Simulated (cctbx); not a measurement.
**Interatomic vectors of Zr2Ti3CoPb3**

Space group P6_3/mcm (no. 193), a = 8.4480 Å, b = 8.4480 Å, c = 5.7740 Å, α = 90.00°, β = 90.00°, γ = 120.00°, content Pb6 Zr4 Co2 Ti6.

The data are simulated with cctbx, not measured: Mo Kα, λ = 0.71073 Å, to d = 0.77 Å, 50 % of the full sphere, strongest reflection 40000 counts, noise from counting, a 1.5 % proportional error and a noise floor of 8 counts (s.d.); no absorption, some extinction.

Patterson synthesis, origin scaled to 1000:

```text
Patterson group P 6/m m m
      u       v       w   height  length (A)
  0.000   0.000   0.000   1000.0     0.00
  0.000   0.388   0.500    271.9     4.37
  0.224   0.612   0.000    264.3     4.53
  0.000   0.227   0.500    141.8     3.47
  0.333   0.667   0.500    136.4     5.67
  0.000   0.000   0.500    116.6     2.89
  0.267   0.633   0.500    100.7     5.48
  0.057   0.336   0.245     95.6     2.99
  0.000   0.378   0.258     71.3     3.53
  0.129   0.386   0.000     51.3     2.88
  0.000   0.356   0.000     46.4     3.00
  0.000   0.133   0.500     40.7     3.10
  0.245   0.489   0.000     22.8     3.58
  0.000   0.135   0.000     20.1     1.14
```

Q: Assign the vectors.

A peak at u stands for all pairs with xi − xj = u, with weight Σ ZiZj against Σ Z² = 51106 at the origin. Peak heights follow these weights only roughly, since form factors, motion and series ripples differ, all vectors within 0.55 Å of a peak are counted as merged into it though the farther ones add only part of their weight, and F(000) is left out, which lowers the whole map:

| u | v | w | shortest length (Å) | height | 1000 ΣZiZj/ΣZ² | pairs in the cell |
| --- | --- | --- | --- | --- | --- | --- |
| 0.000 | 0.388 | 0.500 | 4.37 | 272 | 263 | 2 × Pb–Pb |
| 0.224 | 0.612 | 0.000 | 4.53 | 264 | 263 | 2 × Pb–Pb |
| 0.000 | 0.227 | 0.500 | 3.47 | 142 | 151 | 1 × Pb–Pb, 2 × Ti–Ti |
| 0.333 | 0.667 | 0.500 | 5.66 | 136 | 147 | 4 × Zr–Co, 2 × Zr–Zr |
| 0.000 | 0.000 | 0.500 | 2.89 | 117 | 154 | 4 × Zr–Zr, 2 × Co–Co |
| 0.267 | 0.633 | 0.500 | 5.47 | 101 | 288 | 4 × Pb–Ti, 4 × Zr–Co, 2 × Zr–Zr |
| 0.057 | 0.336 | 0.245 | 2.99 | 96 | 163 | 2 × Pb–Zr, 2 × Zr–Ti |
| 0.000 | 0.378 | 0.258 | 3.52 | 71 | 156 | 2 × Pb–Co, 4 × Zr–Ti |
| 0.129 | 0.386 | 0.000 | 2.88 | 51 | 71 | 2 × Pb–Ti |
| 0.000 | 0.356 | 0.000 | 3.01 | 46 | 71 | 2 × Pb–Ti |

The table stops at ten peaks or at a height of 45, below which ripples compete. In the model behind the data Pb, the heaviest element, has 1 independent site: (0.3888, 0.3888, 1/4), up to an allowed shift of origin; the Pb–Pb vectors are differences of these positions and their symmetry mates. The whole model:

| atom | mult. | x | y | z | Ueq (Å²) |
| --- | --- | --- | --- | --- | --- |
| Pb1 | 6 | 0.3888 | 0.3888 | 1/4 | 0.0028 |
| Zr1 | 4 | 1/3 | 2/3 | 1/2 | 0.0034 |
| Co1 | 2 | 0 | 0 | 1/2 | 0.0036 |
| Ti1 | 6 | 0.7400 | 0.7400 | 1/4 | 0.0041 |

The model is made up (kin elements in a known structure type, no relaxation), so it says nothing on whether the phase exists.

[Logs are printed without paths, hosts, clocks, repeated set-up lines and the standing remarks that a program may print on its own settings, such as how far it seeks lower states.]
